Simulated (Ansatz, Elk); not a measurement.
**LaGe2Pb2: X-ray structure factors from the self-consistent density**

Structure refinements treat a crystal as free atoms side by side. For a made-up structure of LaGe2Pb2 (cell and positions from a PBE relaxation) the runs below show what the calculated density changes in F(hkl).

Main program and level: Elk 11.2.3 (patched build); DFT, PBE, all-electron APW+lo, Dirac cores, scalar-relativistic bands, static density, no spin.

This account leaves out most program logs.

The structure was built from a prototype and need not be the compound's stable phase.

### Step 1. Starting point

The structure is tetragonal, space group I4/mmm (No. 139). The conventional cell has a = 4.547 Å, b = 4.547 Å, c = 13.869 Å, α = 90.00°, β = 90.00°, γ = 90.00°. Pb has 4 Ge at 3.20 Å and 4 Pb at 3.22 Å nearest. Nearest to La lie 8 Ge at 3.44 Å. Nearest to Ge lie 1 Ge at 2.42 Å and 4 Pb at 3.20 Å and 4 La at 3.44 Å. Farther neighbours are not listed.

Structure file:

```cif
data_structure
_symmetry_space_group_name_H-M 'P 1'
_symmetry_Int_Tables_number 1
_cell_length_a 7.6434
_cell_length_b 7.6434
_cell_length_c 7.6434
_cell_angle_alpha 145.393
_cell_angle_beta 145.393
_cell_angle_gamma 49.749
_cell_volume 143.36
loop_
_atom_site_label
_atom_site_type_symbol
_atom_site_fract_x
_atom_site_fract_y
_atom_site_fract_z
_atom_site_occupancy
Pb1 Pb 0.75000 0.25000 0.50000 1
Pb2 Pb 0.25000 0.75000 0.50000 1
La3 La 0.00000 0.00000 0.00000 1
Ge4 Ge 0.41264 0.41264 0.00000 1
Ge5 Ge 0.58736 0.58736 0.00000 1
```

### Step 2. Ground state and structure factors

An all-electron density is needed, since X-rays see the cores too. Task 0 finds the density and task 195 Fourier-transforms it; tshift is off so that phases refer to the origin typed.

The input, elk.in:

```
tasks
  0
  195

xctype
  20

spinpol
  .false.

rgkmax
  7.0

gmaxvr
  14.0

lmaxo
  7

lmaxapw
  8

swidth
  0.002

tshift
  .false.

ramdisk
  .false.

hmaxvr
  5.5

maxscl
  120

epspot
  1e-06

sppath
  './'

avec
  -4.29608393856 4.29608393856 13.10402091748
  4.29608393856 -4.29608393856 13.10402091748
  4.29608393856 4.29608393856 -13.10402091748

atoms
  3
  'Pb.in'
  2
  0.7500000000 0.2500000000 0.5000000000   0.000000 0.000000 0.000000
  0.2500000000 0.7500000000 0.5000000000   0.000000 0.000000 0.000000
  'La.in'
  1
  -0.0000000000 -0.0000000000 0.0000000000   0.000000 0.000000 0.000000
  'Ge.in'
  2
  0.4126446018 0.4126446018 -0.0000000000   0.000000 0.000000 0.000000
  0.5873553982 0.5873553982 0.0000000000   0.000000 0.000000 0.000000

ngridk
  7 7 7
```

Command:

```sh
$ OMP_NUM_THREADS=4 elk
```

Run time: 65 s. Hardware: 4 threads of Arm Neoverse V2, shared host; peak memory 0.31 GiB.

SFACRHO.OUT:

```text

h k l indices transformed by vhmat matrix:
   1.000000000       0.000000000       0.000000000    
   0.000000000       1.000000000       0.000000000    
   0.000000000       0.000000000       1.000000000    

      h      k      l  multipl.   |H|            Re(F)            Im(F)           |F|

      0      0      0      1   0.0000000       285.00000     -0.12667041E-16   285.00000    
      1      1     -1      2  0.47948529      -76.811323     -0.20138243E-13   76.811323    
     -1      0      1      8  0.76956531       1.3665873      -0.0000000       1.3665873    
     -2     -2      2      2  0.95897059       164.58015     -0.36920113E-13   164.58015    
      1      2     -2      8   1.0256915       52.418188      -0.0000000       52.418188    
      0      0     -1      4   1.0341704      -43.486865     -0.17875475E-13   43.486865    
      2      0     -1      8   1.1399187       215.00555      0.16781870E-13   215.00555    
     -3     -2      2      8   1.4041608       90.826537      -0.0000000       90.826537    
      2      2     -3      8   1.4103663      -121.77305     -0.50345609E-13   121.77305    
      3      3     -3      2   1.4384559      -141.33054     -0.49926062E-13   141.33054    
     -1      1      1      4   1.4625378       229.00836     -0.15852343E-13   229.00836    
      0      2      0      8   1.5391306      -68.483064      -0.0000000       68.483064    
     -1      0      2     16   1.6526487       1.7601380      -0.0000000       1.7601380    
      1      3     -1      8   1.7488972       143.10031     -0.10069122E-12   143.10031    
     -4     -2      3      8   1.7716274       123.88681     -0.10404759E-12   123.88681    
      0      3     -2     16   1.7863538       44.512122      -0.0000000       44.512122    
      3      4     -3      8   1.8306022       75.490867      -0.0000000       75.490867    
      4      4     -4      2   1.9179412       150.87971      0.60414730E-13   150.87971
```

Elk indexes on the primitive cell of elk.in and gives |H| = 4π sin θ/λ in inverse bohr. Below, one row stands for each form hkl of the conventional cell (m members, Friedel mates merged), F is for one primitive cell and the density is static (no thermal factor). Free-atom factors are Waasmaier and Kirfel's, and R is Σm||F|−|F'||/Σm|F|.

```
hkl   m  sin θ/λ (Å⁻¹)  abs F, DFT  neutral atoms   diff.
002   2          0.072      76.811         77.239  -0.428
101   8          0.116       1.367          1.549  -0.183
004   2          0.144     164.580        164.716  -0.136
103   8          0.154      52.418         52.380  +0.038
110   4          0.155      43.487         43.685  -0.198
112   8          0.171     215.006        215.130  -0.124
105   8          0.211      90.826         90.888  -0.062
114   8          0.212     121.773        122.046  -0.273
006   2          0.216     141.331        141.617  -0.286
200   4          0.220     229.008        229.452  -0.444
202   8          0.232      68.483         68.509  -0.026
211  16          0.248       1.760          1.453  +0.307
204   8          0.263     143.100        142.973  +0.127
116   8          0.266     123.887        123.603  +0.284
```

### Step 3. The highest occupied states alone

An energy window below the Fermi level keeps the highest occupied states, to see at which angles they scatter; shallow core shells can lie inside it and anion s states outside. No new self-consistency is needed.

Changes to elk.in since step 2:

```diff
@@ -1,3 +1,2 @@
 tasks
-  0
   195
@@ -40,2 +39,5 @@
 
+wsfac
+  -0.127650 0.539840
+
 sppath
```

Command:

```sh
$ OMP_NUM_THREADS=4 elk
```

It took 21 s on 4 threads; peak memory 0.19 GiB.

States within 10 eV below the Fermi level hold 17.75 electrons; any levels below the window count with the cores, and a count that is not whole means the window cuts a band. Their amplitudes can exceed the total, where window and core parts have opposite phase:

| hkl | sin θ/λ (Å⁻¹) | abs F, window | abs F, all |
| --- | --- | --- | --- |
| 002 | 0.072 | 0.571 | 76.811 |
| 101 | 0.116 | 2.875 | 1.367 |
| 004 | 0.144 | 0.460 | 164.580 |
| 103 | 0.154 | 0.322 | 52.418 |
| 110 | 0.155 | 0.875 | 43.487 |
| 112 | 0.171 | 1.835 | 215.006 |
| 105 | 0.211 | 0.719 | 90.826 |
| 114 | 0.212 | 0.486 | 121.773 |
| 006 | 0.216 | 0.658 | 141.331 |
| 200 | 0.220 | 0.464 | 229.008 |

### Step 4. Another functional

The difference from free atoms is small, so it is set against the change that LDA (Perdew-Wang) makes.

Changes to elk.in since step 3:

```diff
@@ -1,2 +1,3 @@
 tasks
+  0
   195
@@ -4,3 +5,3 @@
 xctype
-  20
+  3
 
@@ -39,5 +40,2 @@
 
-wsfac
-  -0.127650 0.539840
-
 sppath
```

Command:

```sh
$ OMP_NUM_THREADS=4 elk
```

Wall time 38 s (4 threads); peak memory 0.23 GiB.

Against the first run R = 0.02 %; the largest change is -0.046 at 206.

### Step 5. Basis size

A smaller basis shows how fast F responds to it; the change is likely larger than the basis error of the first run, but doesn't show convergence.

Changes to elk.in since step 4:

```diff
@@ -5,3 +5,3 @@
 xctype
-  3
+  20
 
@@ -11,3 +11,3 @@
 rgkmax
-  7.0
+  5.5
```

Command:

```sh
$ OMP_NUM_THREADS=4 elk
```

It took 55 s on 4 threads; peak memory 0.3 GiB.

Against the first run R = 0.02 %; the largest change is +0.087 at 220.

### Step 6. Settings against the effect

| run | R against the first run (%) | R against neutral atoms, low angle (%) | wall time |
| --- | --- | --- | --- |
| PBE, rgkmax 7 | 0.00 | 0.21 | 65 s |
| LDA (Perdew-Wang) | 0.02 | 0.20 | 38 s |
| rgkmax 5.5 | 0.02 | 0.20 | 55 s |

### Step 7. Results

| Item | Value |
| --- | --- |
| R against neutral atoms, sin θ/λ < 0.3 Å⁻¹ | 0.21 % |
| R against neutral atoms, 0.3 to 0.69 Å⁻¹ | 0.08 % |

What this shows: Independent neutral atoms miss the calculated amplitudes by R = 0.21 % below 0.3 Å⁻¹ and 0.08 % from there to 0.69 Å⁻¹; by shells, 0.52 % below 0.15 Å⁻¹ (3 forms), 0.19 % 0.15 to 0.3 (14 forms), 0.10 % 0.3 to 0.45 (30 forms), 0.07 % above 0.45 (102 forms). Bonding, aspherical density and the tables' own atoms all enter these figures, and the runs don't part them. The largest change of an amplitude is -0.44 electrons, at 200. Weak lines can change much in proportion: 211 goes from 1.45 to 1.76. The window's part falls from 17.7 electrons at the origin to at most 0.27 between 0.45 and 0.69 Å⁻¹. Below 0.3 Å⁻¹ the changes that finished (LDA (Perdew-Wang) and rgkmax 5.5) move F by R = 0.02 % at most, against the 0.21 % that separates it from free atoms. The k-mesh has no finished test. Spin-orbit coupling is left out, which can matter for elements this heavy. Part of the difference isn't bonding: the tables are fits to free atoms and ions calculated by other methods than this functional. Thermal motion, anomalous dispersion and extinction are left out.

[Logs are printed without paths, hosts, clocks, repeated set-up lines and the standing remarks that a program may print on its own settings, such as how far it seeks lower states.]

[Hosts, paths, dates, database ids (printed as entryN), source tags and the programs' standing remarks are cut or masked in the printed files.]
